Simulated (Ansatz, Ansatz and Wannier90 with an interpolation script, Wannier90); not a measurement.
# From a coarse GW mesh to bands everywhere: CsCdCl3 (Pm-3m), part 2 of 3

Wanted: quasiparticle gap and band widths of CsCdCl3 (Pm-3m) over the whole zone.

Ansatz 0.2.0; LDA, Wannier functions and G0W0, plane waves, PAW. Known limits of the many-body steps: not at the basis limit; d shell near the gap, gap tends to lie low; no spin-orbit coupling.

So far. Step 2 (LDA bands): The gap is indirect, with the least direct gap 0.59 eV higher.

The database entry behind the starting cell is an old determination (1928), so it need not match the best structure at ambient conditions.

**4. Wannier functions by Wannier90 (Cd:5s Cl:3p) on 8×8×8**

Localised functions give a small Hamiltonian that interpolates between mesh points at no cost.

This step: maximally localised Wannier functions from the overlaps of LDA states (plane waves, PAW).

w.win reads:

```
num_iter = 1200
conv_tol = 1.0e-8
conv_window = 5
dis_num_iter = 4000
dis_conv_tol = 1.0e-8
dis_mix_ratio = 0.7
write_hr = true
use_ws_distance = false
num_print_cycles = 50
! ansatz wannier90 interface
! projections by site (counted from 0) and shell: 1 5S, 2 3P, 3 3P, 4 3P
! states of the run's bands (counted from 1): 1-33
num_bands = 33
num_wann  = 10
dis_win_min = -1.62
dis_win_max = 12.17
dis_froz_min = -1.62
dis_froz_max = 5.71
guiding_centres = true

begin unit_cell_cart
Ang
                      5.2                      0.0                      0.0
                      0.0                      5.2                      0.0
                      0.0                      0.0                      5.2
end unit_cell_cart

begin atoms_frac
Cs                       0.0                      0.0                      0.0
Cd                       0.5                      0.5                      0.5
Cl                       0.0                      0.5                      0.5
Cl                       0.5                      0.0                      0.5
Cl                       0.5                      0.5                      0.0
end atoms_frac

mp_grid = 8 8 8

[... the mesh's points ...]
```

Launch:

```bash
> OMP_NUM_THREADS=1 mpirun -n 4 wannier90.x w > wannier90.x.log
```

Numbers of over 12 decimals in the logs are rounded to 6 here.

The log of the run:

```text
TEM
                                    ------

                              Lattice Vectors (Ang)
                    a_1     5.200000   0.000000   0.000000
                    a_2     0.000000   5.200000   0.000000
                    a_3     0.000000   0.000000   5.200000

                   Unit Cell Volume:     140.60800  (Ang^3)

                        Reciprocal-Space Vectors (Ang^-1)
                    b_1     1.208305   0.000000   0.000000
                    b_2     0.000000   1.208305   0.000000
                    b_3     0.000000   0.000000   1.208305

 *----------------------------------------------------------------------------*
 |   Site       Fractional Coordinate          Cartesian Coordinate (Ang)     |
 +----------------------------------------------------------------------------+
 | cs   1   0.00000   0.00000   0.00000   |    0.00000   0.00000   0.00000    |
 | cd   1   0.50000   0.50000   0.50000   |    2.60000   2.60000   2.60000    |
 | cl   1   0.00000   0.50000   0.50000   |    0.00000   2.60000   2.60000    |
 | cl   2   0.50000   0.00000   0.50000   |    2.60000   0.00000   2.60000    |
 | cl   3   0.50000   0.50000   0.00000   |    2.60000   2.60000   0.00000    |
 *----------------------------------------------------------------------------*
                                ------------
                                K-POINT GRID
                                ------------

             Grid size =  8 x  8 x  8      Total points =  512

 *---------------------------------- MAIN ------------------------------------*
 |  Number of Wannier Functions               :                10             |
 |  Number of Objective Wannier Functions     :                10             |
 |  Number of input Bloch states              :                33             |
 |  Output verbosity (1=low, 5=high)          :                 1             |
 |  Timing Level (1=low, 5=high)              :                 1             |
 |  Optimisation (0=memory, 3=speed)          :                 3             |
 |  Length Unit                               :               Ang             |
 |  Post-processing setup (write *.nnkp)      :                 F             |
 |  Using Gamma-only branch of algorithms     :                 F             |
 *----------------------------------------------------------------------------*
 *------------------------------- WANNIERISE ---------------------------------*
 |  Total number of iterations                :              1200             |
 |  Number of CG steps before reset           :                 5             |
 |  Trial step length for line search         :             2.000             |
 |  Convergence tolerence                     :         0.100E-07             |
 |  Convergence window                        :                 5             |
 |  Iterations between writing output         :                50             |
 |  Iterations between backing up to disk     :               100             |
 |  Write r^2_nm to file                      :                 F             |
 |  Write xyz WF centres to file              :                 F             |
 |  Write on-site energies <0n|H|0n> to file  :                 F             |
 |  Use guiding centre to control phases      :                 T             |
 |  Use phases for initial projections        :                 F             |
 |  Iterations before starting guiding centres:                 0             |
 |  Iterations between using guiding centres  :                 1             |
 *----------------------------------------------------------------------------*
 *------------------------------- DISENTANGLE --------------------------------*
 |  Using band disentanglement                :                 T             |
 |  Total number of iterations                :              4000             |
 |  Mixing ratio                              :             0.700             |
 |  Convergence tolerence                     :         1.000E-08             |
 |  Convergence window                        :                 3             |
 *----------------------------------------------------------------------------*
 *-------------------------------- PLOTTING ----------------------------------*
 |  Plotting Hamiltonian in WF basis          :                 T             |
 *----------------------------------------------------------------------------*

 *---------------------------------- K-MESH ----------------------------------*
 +----------------------------------------------------------------------------+
 |                    Distance to Nearest-Neighbour Shells                    |
 |                    ------------------------------------                    |
 |          Shell             Distance (Ang^-1)          Multiplicity         |
 |          -----             -----------------          ------------         |
 |             1                   0.151038                      6            |
 |             2                   0.213600                     12            |
 |             3                   0.261606                      8            |
 |             4                   0.302076                      6            |
 |             5                   0.337731                     24            |
[...]
|             2         0.000000    0.151038    0.000000                     |
 |             3         0.151038    0.000000    0.000000                     |
 +----------------------------------------------------------------------------+

 Starting a new Wannier90 calculation ...

 Reading overlaps from w.mmn    : ansatz wannier90 interface

 Reading projections from w.amn : ansatz wannier90 interface

 *------------------------------- DISENTANGLE --------------------------------*
 +----------------------------------------------------------------------------+
 |                              Energy  Windows                               |
 |                              ---------------                               |
 |                   Outer:   -1.62000  to   12.17000  (eV)                   |
 |                   Inner:   -1.62000  to    5.71000  (eV)                   |
 +----------------------------------------------------------------------------+
   Number of target bands to extract:   10

                   Unitarised projection of Wannier functions
                   ------------------------------------------
   A_mn = <psi_m|g_n> --> S = A.A^+ --> U = S^-1/2.A
   In dis_project... done
   Using an inner window (linner = T)
   In dis_proj_froz... done

                   Extraction of optimally-connected subspace
                   ------------------------------------------
 +---------------------------------------------------------------------+<-- DIS
 |  Iter     Omega_I(i-1)      Omega_I(i)      Delta (frac.)    Time   |<-- DIS
 +---------------------------------------------------------------------+<-- DIS
       1      23.09976026      22.56621069       2.364E-02      0.00    <-- DIS
       2      22.64874787      22.32545888       1.448E-02      0.01    <-- DIS
       3      22.38734583      22.17463190       9.593E-03      0.02    <-- DIS
      50      21.53953339      21.53891017       2.893E-05      0.45    <-- DIS
     100      21.53596125      21.53594247       8.724E-07      0.89    <-- DIS
     150      21.53592823      21.53592701       5.662E-08      1.33    <-- DIS

             <<<      Delta < 1.000E-08  over  3 iterations     >>>
             <<< Disentanglement convergence criteria satisfied >>>

        Final Omega_I    21.53592693 (Ang^2)

 +----------------------------------------------------------------------------+

 Writing checkpoint file w.chk... done

 *------------------------------- WANNIERISE ---------------------------------*
 +--------------------------------------------------------------------+<-- CONV
 | Iter  Delta Spread     RMS Gradient      Spread (Ang^2)      Time  |<-- CONV
 +--------------------------------------------------------------------+<-- CONV

 ------------------------------------------------------------------------------
 Initial State
  WF centre and spread    1  (  2.600000,  2.600000,  2.600000 )     3.89583249
  WF centre and spread    2  ( -0.000000,  2.600000,  2.600000 )     1.76942331
  WF centre and spread    3  ( -0.000000,  2.600000,  2.600000 )     2.48114717
  WF centre and spread    4  ( -0.000000,  2.600000,  2.600000 )     1.76942331
  WF centre and spread    5  (  2.600000,  0.000000,  2.600000 )     1.76942331
  WF centre and spread    6  (  2.600000, -0.000000,  2.600000 )     1.76942331
  WF centre and spread    7  (  2.600000, -0.000000,  2.600000 )     2.48114717
  WF centre and spread    8  (  2.600000,  2.600000,  0.000000 )     2.48114717
  WF centre and spread    9  (  2.600000,  2.600000,  0.000000 )     1.76942331
  WF centre and spread   10  (  2.600000,  2.600000,  0.000000 )     1.76942331
  Sum of centres and spreads ( 18.200000, 18.200000, 18.200000 )    21.95581388

      0     0.220E+02     0.0000000000       21.9558138775       1.68  <-- CONV
        O_D=      0.0000000 O_OD=      0.4198869 O_TOT=     21.9558139 <-- SPRD
 ------------------------------------------------------------------------------
 Cycle:      1
[...]
Sum of centres and spreads ( 18.200000, 18.200000, 18.200000 )    21.93154097

      1    -0.243E-01     0.1194493363       21.9315409748       1.70  <-- CONV
        O_D=      0.0000000 O_OD=      0.3956140 O_TOT=     21.9315410 <-- SPRD
 Delta: O_D=  0.3943533E-20 O_OD= -0.2427290E-01 O_TOT= -0.2427290E-01 <-- DLTA
 ------------------------------------------------------------------------------

             <<<     Delta < 1.000E-08  over  5 iterations     >>>
             <<< Wannierisation convergence criteria satisfied >>>

 Final State
[...]
WF centre and spread    6  (  2.600000, -0.000000,  2.600000 )     1.76754665
  WF centre and spread    7  (  2.600000, -0.000000,  2.600000 )     2.33778741
  WF centre and spread    8  (  2.600000,  2.600000,  0.000000 )     2.33778741
  WF centre and spread    9  (  2.600000,  2.600000,  0.000000 )     1.76754665
  WF centre and spread   10  (  2.600000,  2.600000,  0.000000 )     1.76754665
  Sum of centres and spreads ( 18.200000, 18.200000, 18.200000 )    21.85178728

         Spreads (Ang^2)       Omega I      =    21.535926928
        ================       Omega D      =     0.000000000
                               Omega OD     =     0.315860350
    Final Spread (Ang^2)       Omega Total  =    21.851787278
 ------------------------------------------------------------------------------

 Writing checkpoint file w.chk... done

 *---------------------------------------------------------------------------*
 |                               PLOTTING                                    |
 *---------------------------------------------------------------------------*

 *===========================================================================*
 |                             TIMING INFORMATION                            |
 *===========================================================================*
 |    Tag                                                Ncalls      Time (s)|
 |---------------------------------------------------------------------------|
 |kmesh: get                                        :         1         0.142|
 |overlap: read                                     :         1         2.593|
 |dis: main                                         :         1         1.719|
 |wann: main                                        :         1         0.699|
 |plot: main                                        :         1         0.145|
 *---------------------------------------------------------------------------*
 All done: wannier90 exiting
```

It took 6.4 s on 4 MPI ranks of Arm Neoverse V1, shared host; 25 s of CPU time.

This step gave:

| Quantity | Value |
| --- | --- |
| gauge-invariant spread | 21.54 Å² |
| diagonal spread | 0 Å² |
| off-diagonal spread | 0.3159 Å² |
| total spread | 21.85 Å² |
| disentanglement steps | 185 |
| r.m.s. interpolation error | 4.42e-4 eV |
| r.m.s. error near the gap | 3.96e-4 eV |

Near the gap the model misses directly solved bands by 0.4 meV r.m.s. and by 4 meV at most in the window tested. This tests the starting bands, not the corrections carried with them.

Wannier functions, by row:

| function | x (Å) | y (Å) | z (Å) | spread (Å²) | nearest atom | distance (Å) |
| --- | --- | --- | --- | --- | --- | --- |
| 1 | 2.6 | 2.6 | 2.6 | 4.233 | Cd2 | 0 |
| 2 | 0 | 2.6 | 2.6 | 1.768 | Cl3 | 0 |
| 3 | 0 | 2.6 | 2.6 | 2.338 | Cl3 | 0 |
| 4 | 0 | 2.6 | 2.6 | 1.768 | Cl3 | 0 |
| 5 | 2.6 | 0 | 2.6 | 1.768 | Cl4 | 0 |
| 6 | 2.6 | 0 | 2.6 | 1.768 | Cl4 | 0 |
| 7 | 2.6 | 0 | 2.6 | 2.338 | Cl4 | 0 |
| 8 | 2.6 | 2.6 | 0 | 2.338 | Cl5 | 0 |
| 9 | 2.6 | 2.6 | 0 | 1.768 | Cl5 | 0 |
| 10 | 2.6 | 2.6 | 0 | 1.768 | Cl5 | 0 |

Frozen up to 2.01 eV; above it the model need not follow the bands. The electronic bands at the labelled points (eV, zero at the valence-band top):

| point | band 22 | band 23 | band 24 | band 25 | band 26 |
| --- | --- | --- | --- | --- | --- |
| Γ | -0.92 | -0.59 | -0.59 | -0.59 | 1.51 |
| halfway | -0.95 | -0.95 | -0.68 | -0.68 | 2.71 |
| X | -0.91 | -0.91 | -0.86 | -0.86 | 4.26 |
| halfway | -1.01 | -0.98 | -0.54 | -0.53 | 4.75 |
| M | -1.07 | -1.07 | -0.29 | -0.01 | 6.04 |
| halfway | -1.02 | -0.80 | -0.80 | -0.42 | 3.46 |
| Γ | -0.92 | -0.59 | -0.59 | -0.59 | 1.51 |
| halfway | -1.22 | -0.61 | -0.46 | -0.46 | 3.96 |
| R | -0.27 | -0.27 | 0.00 | 0.00 | 7.84 |
| halfway | -0.65 | -0.57 | -0.55 | -0.50 | 5.20 |
| X | -0.91 | -0.91 | -0.86 | -0.86 | 4.26 |
| jump to R | -0.27 | -0.27 | 0.00 | 0.00 | 7.84 |
| halfway | -0.59 | -0.59 | -0.28 | 0.00 | 6.38 |
| M | -1.07 | -1.07 | -0.29 | -0.01 | 6.04 |

The same for Kohn-Sham, solved directly:

| point | band 22 | band 23 | band 24 | band 25 | band 26 |
| --- | --- | --- | --- | --- | --- |
| Γ | -0.92 | -0.59 | -0.59 | -0.59 | 1.51 |
| X | -0.91 | -0.91 | -0.86 | -0.86 | 4.25 |
| M | -1.07 | -1.07 | -0.29 | -0.01 | 6.04 |
| Γ | -0.92 | -0.59 | -0.59 | -0.59 | 1.51 |
| R | -0.27 | -0.27 | 0.00 | 0.00 | 5.65 |
| X | -0.91 | -0.91 | -0.86 | -0.86 | 4.25 |
| R | -0.27 | -0.27 | 0.00 | 0.00 | 5.65 |
| M | -1.07 | -1.07 | -0.29 | -0.01 | 6.04 |

**5. G0W0 at every point of the mesh: 4×4×4 mesh, 528 empty bands, screening to 140 eV**

Now the one-shot GW correction: screening in the RPA, then the self-energy of the levels asked for.

This step: G0W0 on LDA, plane waves, PAW.

input.yaml reads:

```yaml
crystal:
  lattice:
    - [5.2, 0.0, 0.0]
    - [0.0, 5.2, 0.0]
    - [0.0, 0.0, 5.2]
  atoms:
    - { symbol: Cs, position: [0.0, 0.0, 0.0] }
    - { symbol: Cd, position: [0.5, 0.5, 0.5] }
    - { symbol: Cl, position: [0.0, 0.5, 0.5] }
    - { symbol: Cl, position: [0.5, 0.0, 0.5] }
    - { symbol: Cl, position: [0.5, 0.5, 0.0] }
kpoints:
  mp_grid: { grid: [4, 4, 4] }
hamiltonian:
  xc: lda
scf:
  occupations: { method: fixed }
gw:
  n_empty_bands: 528
  ecut_chi: 140.0
  qp_bands: [v9, c1]
  screening: { model: contour_deformation }
```

Launch:

```bash
> ansatz run input.yaml --threads 4 --pin off --max-ram 18432MiB --backend cpu --events-out ev --progress --plain --runs-dir out
```

The log of the run:

```text
[...]
Crystal: 5 atoms, lattice volume = 140.608 Å³
Basis set: ecut = 420 eV, 2777 PW (Γ)
Bands: 30, of which v1, the nominal top of the filled ones, is band 25 counted from 1 (24 counted from 0)
Symmetry: 48 space group operations
[...]
k-points: 10 of 64
[...]
SCF iter   1: F=—  HF=-16762.450662 eV  |F-HF|=—  |Δ(HF+E_count)|=         —  Δρ=7.35e-3  dr2=7.21e-2  ethr=1.77e-3  ⟨swp⟩=5.0  Hψ=1097  notcnv=0  defer=19
[...]
SCF iter   7: F=-16762.426182 eV  HF=-16762.426182 eV  |F-HF|=1.63e-9  |Δ(HF+E_count)|=   2.20e-8  Δρ=1.92e-6  dr2=9.38e-9  ethr=2.00e-10  ⟨swp⟩=10.4  Hψ=1243  notcnv=0
SCF 1 converged in 7 iterations: F = -16762.426182 eV  dr2 = 9.38e-9
[...]
G₀W₀ screening: q 1/10
[... further progress lines ...]
SCF converged after 7 iterations
Free energy (F): -16762.426182 eV
[...]
Internal energy: -16762.426182 eV  (E = F + TS)
E sigma→0 (E₀):  -16762.426182 eV
Fermi energy:    3.696814 eV
[...]
--- Band table (eV; the first three rows and the last of 10) ---
  k-point 0: bands = [... 21 lower, 2.7811, 3.1106, 3.1106, 3.1106, 5.2075, 9.2588, 9.5906, 9.5906, ... 1 higher]
  k-point 1: bands = [... 21 lower, 2.7430, 2.7430, 3.0124, 3.0124, 6.4043, 9.9276, 10.1750, 10.2586, ... 1 higher]
  k-point 2: bands = [... 21 lower, 2.7886, 2.7886, 2.8411, 2.8411, 7.9503, 10.6176, 10.9254, 11.4344, ... 1 higher]
  k-point 9: bands = [... 21 lower, 3.4249, 3.4249, 3.6968, 3.6968, 9.3457, 9.3457, 9.3457, 10.9458, ... 1 higher]
--- G₀W₀: contour deformation, 7 samples at zero and on the imaginary axis and 2 off it, 64 q-points, 528 empty bands' worth ---
  eigenvalues of the whole cell's RPA ε∞ on this k-mesh (on a slab, of 1 + 4πα/V) = 3.5691, 3.5691, 3.5691; static W/v taken at q = 0 is 0.280184
  bands read: the sum over 553 bands ends inside a degenerate multiplet in 3 slots, whose members it reads at an even weight; the widest, k=2: bands 553 to 554 (counted from 1) at 1/2 each
    ik  band        ε_KS         Σx   Σc(E_QP)       V_xc       Z   E_QP_lin       E_QP  E_QP is
     0    17      0.8315   -19.6780     3.1597   -15.4498  0.7258    -0.2806    -0.2371  root
     0    18      0.8315   -19.6780     3.1597   -15.4498  0.7258    -0.2806    -0.2371  root
     0    19      0.8315   -19.6780     3.1597   -15.4498  0.7258    -0.2806    -0.2371  root
     0    20      2.7811   -20.5695     3.1214   -16.1391  0.7536     1.4285     1.4721  root
     0    21      2.7811   -20.5695     3.1214   -16.1391  0.7536     1.4285     1.4721  root
     0    22      2.7811   -20.5695     3.1214   -16.1391  0.7536     1.4285     1.4721  root
     0    23      3.1106   -21.0205     2.8379   -16.9815  0.7594     1.8776     1.9094  root
     0    24      3.1106   -21.0205     2.8379   -16.9815  0.7594     1.8776     1.9094  root
     0    25      3.1106   -21.0205     2.8379   -16.9815  0.7594     1.8776     1.9094  root
     0    26      5.2075   -10.0324    -3.7835   -14.7826  0.8144     6.1844     6.1742  root
     1    17      0.8529   -19.5624     3.1697   -15.3387  0.7244    -0.2450    -0.2010  root
     1    18      0.8529   -19.5624     3.1697   -15.3387  0.7244    -0.2450    -0.2010  root
     1    19      1.0449   -20.8936     3.0159   -16.8749  0.7348     0.0119     0.0421  root
     1    20      2.5682   -20.0777     2.7802   -16.1256  0.7569     1.3621     1.3963  root
[...]
9    22      3.4249   -21.2113     2.9510   -16.9928  0.7595     2.1218     2.1574  root
     9    23      3.4249   -21.2113     2.9510   -16.9928  0.7595     2.1218     2.1574  root
     9    24      3.6968   -24.2700     2.6042   -20.7308  0.7702     2.7465     2.7618  root
     9    25      3.6968   -24.2700     2.6042   -20.7308  0.7702     2.7465     2.7618  root
     9    26      9.3457    -6.1201    -3.9323   -11.0031  0.8221    10.3088    10.2964  root
```

It took 7.2 min on 4 threads; peak memory 2.3 GiB.

Numbers from this step:

| Property | Result |
| --- | --- |
| bands summed | 553 |
| RPA ε∞ on this mesh (eigenvalues) | 3.569, 3.569, 3.569 |
| plane waves in the screening matrix | 515 |
| q-points in the mesh | 64 |
| G0W0 gap on the mesh | 3.412 eV |
| k of the valence top | -0.5, -0.5, -0.5 |
| k of the conduction bottom | 0, 0, 0 |
| starting gap on the mesh | 1.511 eV |
| Z at the valence top | 0.7702 |
| Z at the conduction bottom | 0.8144 |
| least direct G0W0 gap on the computed points | 4.265 eV |

The gap on the mesh goes from 1.51 eV to 3.41 eV, a correction of +1.90 eV. Between the two edge states, bare exchange in place of the xc potential would open the gap by 8.29 eV, and correlation takes back 6.39 eV.

(Continued in part 3 of 3.)

[Paths, hosts, dates, memory and timing lines, banners, echoed tables and standing remarks are left out of the program output.]

[Logs are printed without paths, hosts, clocks, repeated set-up lines and the standing remarks that a program may print on its own settings, such as how far it seeks lower states.]

[Runs of the session that timed out or met a known fault of the program may be left out.]

[Hosts, paths, dates, database ids (printed as entryN), source tags and the programs' standing remarks are cut or masked in the printed files.]
